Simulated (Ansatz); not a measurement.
## Rb2RhCl4 (started from the K2NiF4 type) (I4/mmm): how robust is the cRPA U?

Aim: hold the target of a cRPA run on Rb2RhCl4 (started from the K2NiF4 type) (I4/mmm) and move one thing at a time.

Main program and level: Ansatz 0.2.0; constrained RPA on PBEsol, plane waves, PAW.

Report form: the programs' logs are mostly left out.

The structure was built from a prototype and need not be the compound's stable phase.

## Step 1: The structure

The structure is tetragonal, space group I4/mmm (No. 139). The conventional cell has a = 4.878 Å, b = 4.878 Å, c = 15.645 Å, α = 90.00°, β = 90.00°, γ = 90.00°. Rb has 9 Cl at 3.27 to 3.45 Å nearest. Nearest to Rh lie 6 Cl at 2.36 to 2.44 Å. Cl has 2 Rh at 2.44 Å and 4 Rb at 3.27 Å nearest. Nearest to Cl lie 1 Rh at 2.36 Å and 5 Rb at 3.28 to 3.45 Å. Farther neighbours and most contacts between anions are not listed.

The structure was relaxed with PBEsol. The structure type comes from a generator and need not be one that this composition takes. The structure was generated from a model, not taken from a measurement. The runs that relaxed it are not among those shown. The program's search for lower electronic states was switched off, so nothing shows that the state found is the lowest. The default PAW set here is soft_2. Its files were made with PBE.

## Step 2: Base: Rh d, bands v4 to c1, 4×4×4 mesh, medium accuracy

Constrained RPA screens the interaction with every transition except those inside the target bands, which a later many-body model would treat itself.

input.yaml reads:

```yaml
crystal:
  lattice:
    - [7.82225054, 2.43885852, -2.43885852]
    - [7.82225054, -2.43885852, 2.43885852]
    - [-7.82225054, -2.43885852, -2.43885852]
  atoms:
    - { symbol: Rb, position: [0.3605119548, 0.3605119548, 0.0] }
    - { symbol: Rb, position: [0.6394880452, 0.6394880452, 0.0] }
    - { symbol: Rh, position: [0.0, 0.0, 0.0] }
    - { symbol: Cl, position: [0.0, 0.5, 0.5] }
    - { symbol: Cl, position: [0.5, 0.0, 0.5] }
    - { symbol: Cl, position: [0.1508732015, 0.1508732015, 0.0] }
    - { symbol: Cl, position: [0.8491267985, 0.8491267985, 0.0] }
kpoints:
  mp_grid: { grid: [8, 8, 8] }
hamiltonian:
  xc: pbesol
scf:
  occupations: { method: gaussian, width: 0.08 }
  n_extra_bands: 19
  max_iter: 150
  lower_state_search: "off"
output:
  crpa:
    kmesh: [4, 4, 4]
    target_bands: [v4, c1]
    projections: [{ species: Rh, l: d, shell: 4 }]
  local_orbitals:
    kmesh: [8, 8, 8]
    orbitals: [{ species: Rh, l: d, shell: 4 }]
    window: { bands: [v4, c1] }
    seedname: lo
```

The run is started by

```console
$ ansatz run input.yaml --threads 4 --pin off --max-ram 14745MiB --backend cpu --events-out ev --progress --plain --runs-dir out
```

Wall time 15 min (4 threads of Arm Neoverse V2, shared host); peak memory 1.4 GiB; 60 min of CPU time.

Numbers from this step:

| Item | Value |
| --- | --- |
| U | 3.640 eV |
| U prime (inter-orbital) | 3.012 eV |
| J | 0.2868 eV |
| bare V | 11.90 eV |
| bare J | 0.3885 eV |
| stated bound on U | 0.004395 eV |
| U over bare V | 0.3058 |
| electrons in the window | 7.000 |
| head of the constrained inverse dielectric matrix | 0.3432 |
| least eigenvalue of the projection's overlap | 0.5201 |
| target functions | 5 |
| bands in the sums | 66 |
| r.m.s. miss of the model bands | 0.001294 eV |
| width of the target bands | 4.575 eV |
| weight of the projected orbitals in the window | 0.7106 |

On the Rh d shell, screening brings the on-site interaction from 11.9 eV down to U = 3.64 eV.

## Step 3: Changed: 2×2×2 mesh

Changes to input.yaml since step 2:

```diff
@@ -24,9 +24,4 @@
   crpa:
-    kmesh: [4, 4, 4]
+    kmesh: [2, 2, 2]
     target_bands: [v4, c1]
     projections: [{ species: Rh, l: d, shell: 4 }]
-  local_orbitals:
-    kmesh: [8, 8, 8]
-    orbitals: [{ species: Rh, l: d, shell: 4 }]
-    window: { bands: [v4, c1] }
-    seedname: lo
```

Elapsed: 53 s, on 4 threads; peak memory 1.1 GiB.

Numbers from this step:

```
U                                                 : 3.948 eV
U prime (inter-orbital)                           : 3.297 eV
J                                                 : 0.2987 eV
bare V                                            : 12.31 eV
bare J                                            : 0.4051 eV
stated bound on U                                 : 0.007667 eV
U over bare V                                     : 0.3207
electrons in the window                           : 7.000
head of the constrained inverse dielectric matrix : 0.3194
least eigenvalue of the projection's overlap      : 0.5218
target functions                                  : 5
bands in the sums                                 : 66
width of the target bands                         : 4.575 eV
weight of the projected orbitals in the window    : 0.7106
```

On the Rh d shell, screening brings the on-site interaction from 12.3 eV down to U = 3.95 eV.

## Step 4: Changed: sums over states on smooth products

Changes to input.yaml since step 3:

```diff
@@ -24,4 +24,8 @@
   crpa:
-    kmesh: [2, 2, 2]
+    kmesh: [4, 4, 4]
     target_bands: [v4, c1]
     projections: [{ species: Rh, l: d, shell: 4 }]
+    accuracy: sum_over_states
+    pair_densities: pseudo
+    n_empty_bands: 64
+    ecut_chi: 136
```

Run time: 65 s. Hardware: 4 threads; peak memory 0.97 GiB.

This variant gives U = 3.86 eV against 3.64 eV. It is a finite sum over empty states with no bound on its error and stays out of the table below.

## Step 5: Changed: accuracy low

Changes to input.yaml since step 4:

```diff
@@ -27,5 +27,2 @@
     projections: [{ species: Rh, l: d, shell: 4 }]
-    accuracy: sum_over_states
-    pair_densities: pseudo
-    n_empty_bands: 64
-    ecut_chi: 136
+    accuracy: low
```

The job ended after 5.2 min (4 threads; peak memory 1.4 GiB; 20 min of CPU time).

This step gave:

```yaml
u: 3.625 eV
u_prime_inter_orbital: 3.001 eV
j: 0.2851 eV
bare_v: 11.90 eV
bare_j: 0.3885 eV
stated_bound_on_u: 0.1146 eV
u_over_bare_v: 0.3045
electrons_in_the_window: 7.000
head_of_the_constrained_inverse_dielectric_matrix: 0.3431
least_eigenvalue_of_the_projection_s_overlap: 0.5201
target_functions: 5
bands_in_the_sums: 66
width_of_the_target_bands: 4.575 eV
weight_of_the_projected_orbitals_in_the_window: 0.7106
```

On the Rh d shell, screening brings the on-site interaction from 11.9 eV down to U = 3.63 eV.

## Step 6: Changed: a wide Fermi-Dirac smearing

Changes to input.yaml since step 5:

```diff
@@ -18,3 +18,3 @@
 scf:
-  occupations: { method: gaussian, width: 0.08 }
+  occupations: { method: fermi_dirac, width: 0.5 }
   n_extra_bands: 19
@@ -27,2 +27 @@
     projections: [{ species: Rh, l: d, shell: 4 }]
-    accuracy: low
```

Run time: 10 s. Hardware: 4 threads; peak memory 0.87 GiB.

The self-consistent loop converged; the step after it was not made. The program's words: cRPA refused: cRPA: band v9 at k-index 0 must be full below output.crpa.target_bands = [v4, c1] or empty above, but its occupation deviates by 1.06e-3 of a full band (tolerance 1e-3). Include the band in the window or, for the tail of a fermi_dirac temperature, lower scf.occupations.width or leave the width out

The fault put into this input: a wide Fermi-Dirac smearing.

## Step 7: Changed: PBE

This step: constrained RPA on PBE, plane waves, PAW.

Changes to input.yaml since step 6:

```diff
@@ -16,5 +16,5 @@
 hamiltonian:
-  xc: pbesol
+  xc: pbe
 scf:
-  occupations: { method: fermi_dirac, width: 0.5 }
+  occupations: { method: gaussian, width: 0.08 }
   n_extra_bands: 19
```

It took 15 min on 4 threads; peak memory 1.4 GiB; 59 min of CPU time.

Numbers from this step:

| Item | Value |
| --- | --- |
| U | 3.726 eV |
| U prime (inter-orbital) | 3.089 eV |
| J | 0.2920 eV |
| bare V | 12.03 eV |
| bare J | 0.3946 eV |
| stated bound on U | 0.004546 eV |
| U over bare V | 0.3098 |
| electrons in the window | 7.000 |
| head of the constrained inverse dielectric matrix | 0.3495 |
| least eigenvalue of the projection's overlap | 0.5267 |
| target functions | 5 |
| bands in the sums | 66 |
| width of the target bands | 4.562 eV |
| weight of the projected orbitals in the window | 0.7156 |

On the Rh d shell, screening brings the on-site interaction from 12.0 eV down to U = 3.73 eV.

## Step 8: Side by side

Times are wall times on 4 threads of Arm Neoverse V2, shared host, good to a factor of about two.

| run | bare V (eV) | U (eV) | J (eV) | bound on U (eV) | width (eV) | time |
| --- | --- | --- | --- | --- | --- | --- |
| target window | 11.90 | 3.640 | 0.287 | 0.0044 | 4.57 | 15 min |
| 2×2×2 mesh | 12.31 | 3.948 | 0.299 | 0.0077 | 4.57 | 53 s |
| accuracy low | 11.90 | 3.625 | 0.285 | 0.1146 | 4.57 | 5.2 min |
| PBE | 12.03 | 3.726 | 0.292 | 0.0045 | 4.56 | 15 min |

## Step 9: What came out

* target window: U 3.64 eV, J 0.29 eV
* 2×2×2 mesh: U 3.95 eV, J 0.30 eV
* accuracy low: U 3.63 eV, J 0.29 eV
* PBE: U 3.73 eV, J 0.29 eV

**Reading.** 2×2×2 mesh moves U by +0.31 eV at 0.058 times the time. Accuracy low moves U by −0.01 eV (within the solver's bounds, for the mean over orbitals) at 0.34 times the time. PBE moves U by +0.09 eV. The printed bound covers the solver alone, not the mesh, and no denser mesh than the base was run. The parent state is non-magnetic and the interaction static (zero frequency); U depends on the window and the orbitals, so it belongs to this model alone.

[Paths, hosts, dates, memory and timing lines, banners, echoed tables and standing remarks are left out of the program output.]

[Logs are printed without paths, hosts, clocks, repeated set-up lines and the standing remarks that a program may print on its own settings, such as how far it seeks lower states.]

[Runs of the session that timed out or met a known fault of the program may be left out.]

[Hosts, paths, dates, database ids (printed as entryN), source tags and the programs' standing remarks are cut or masked in the printed files.]
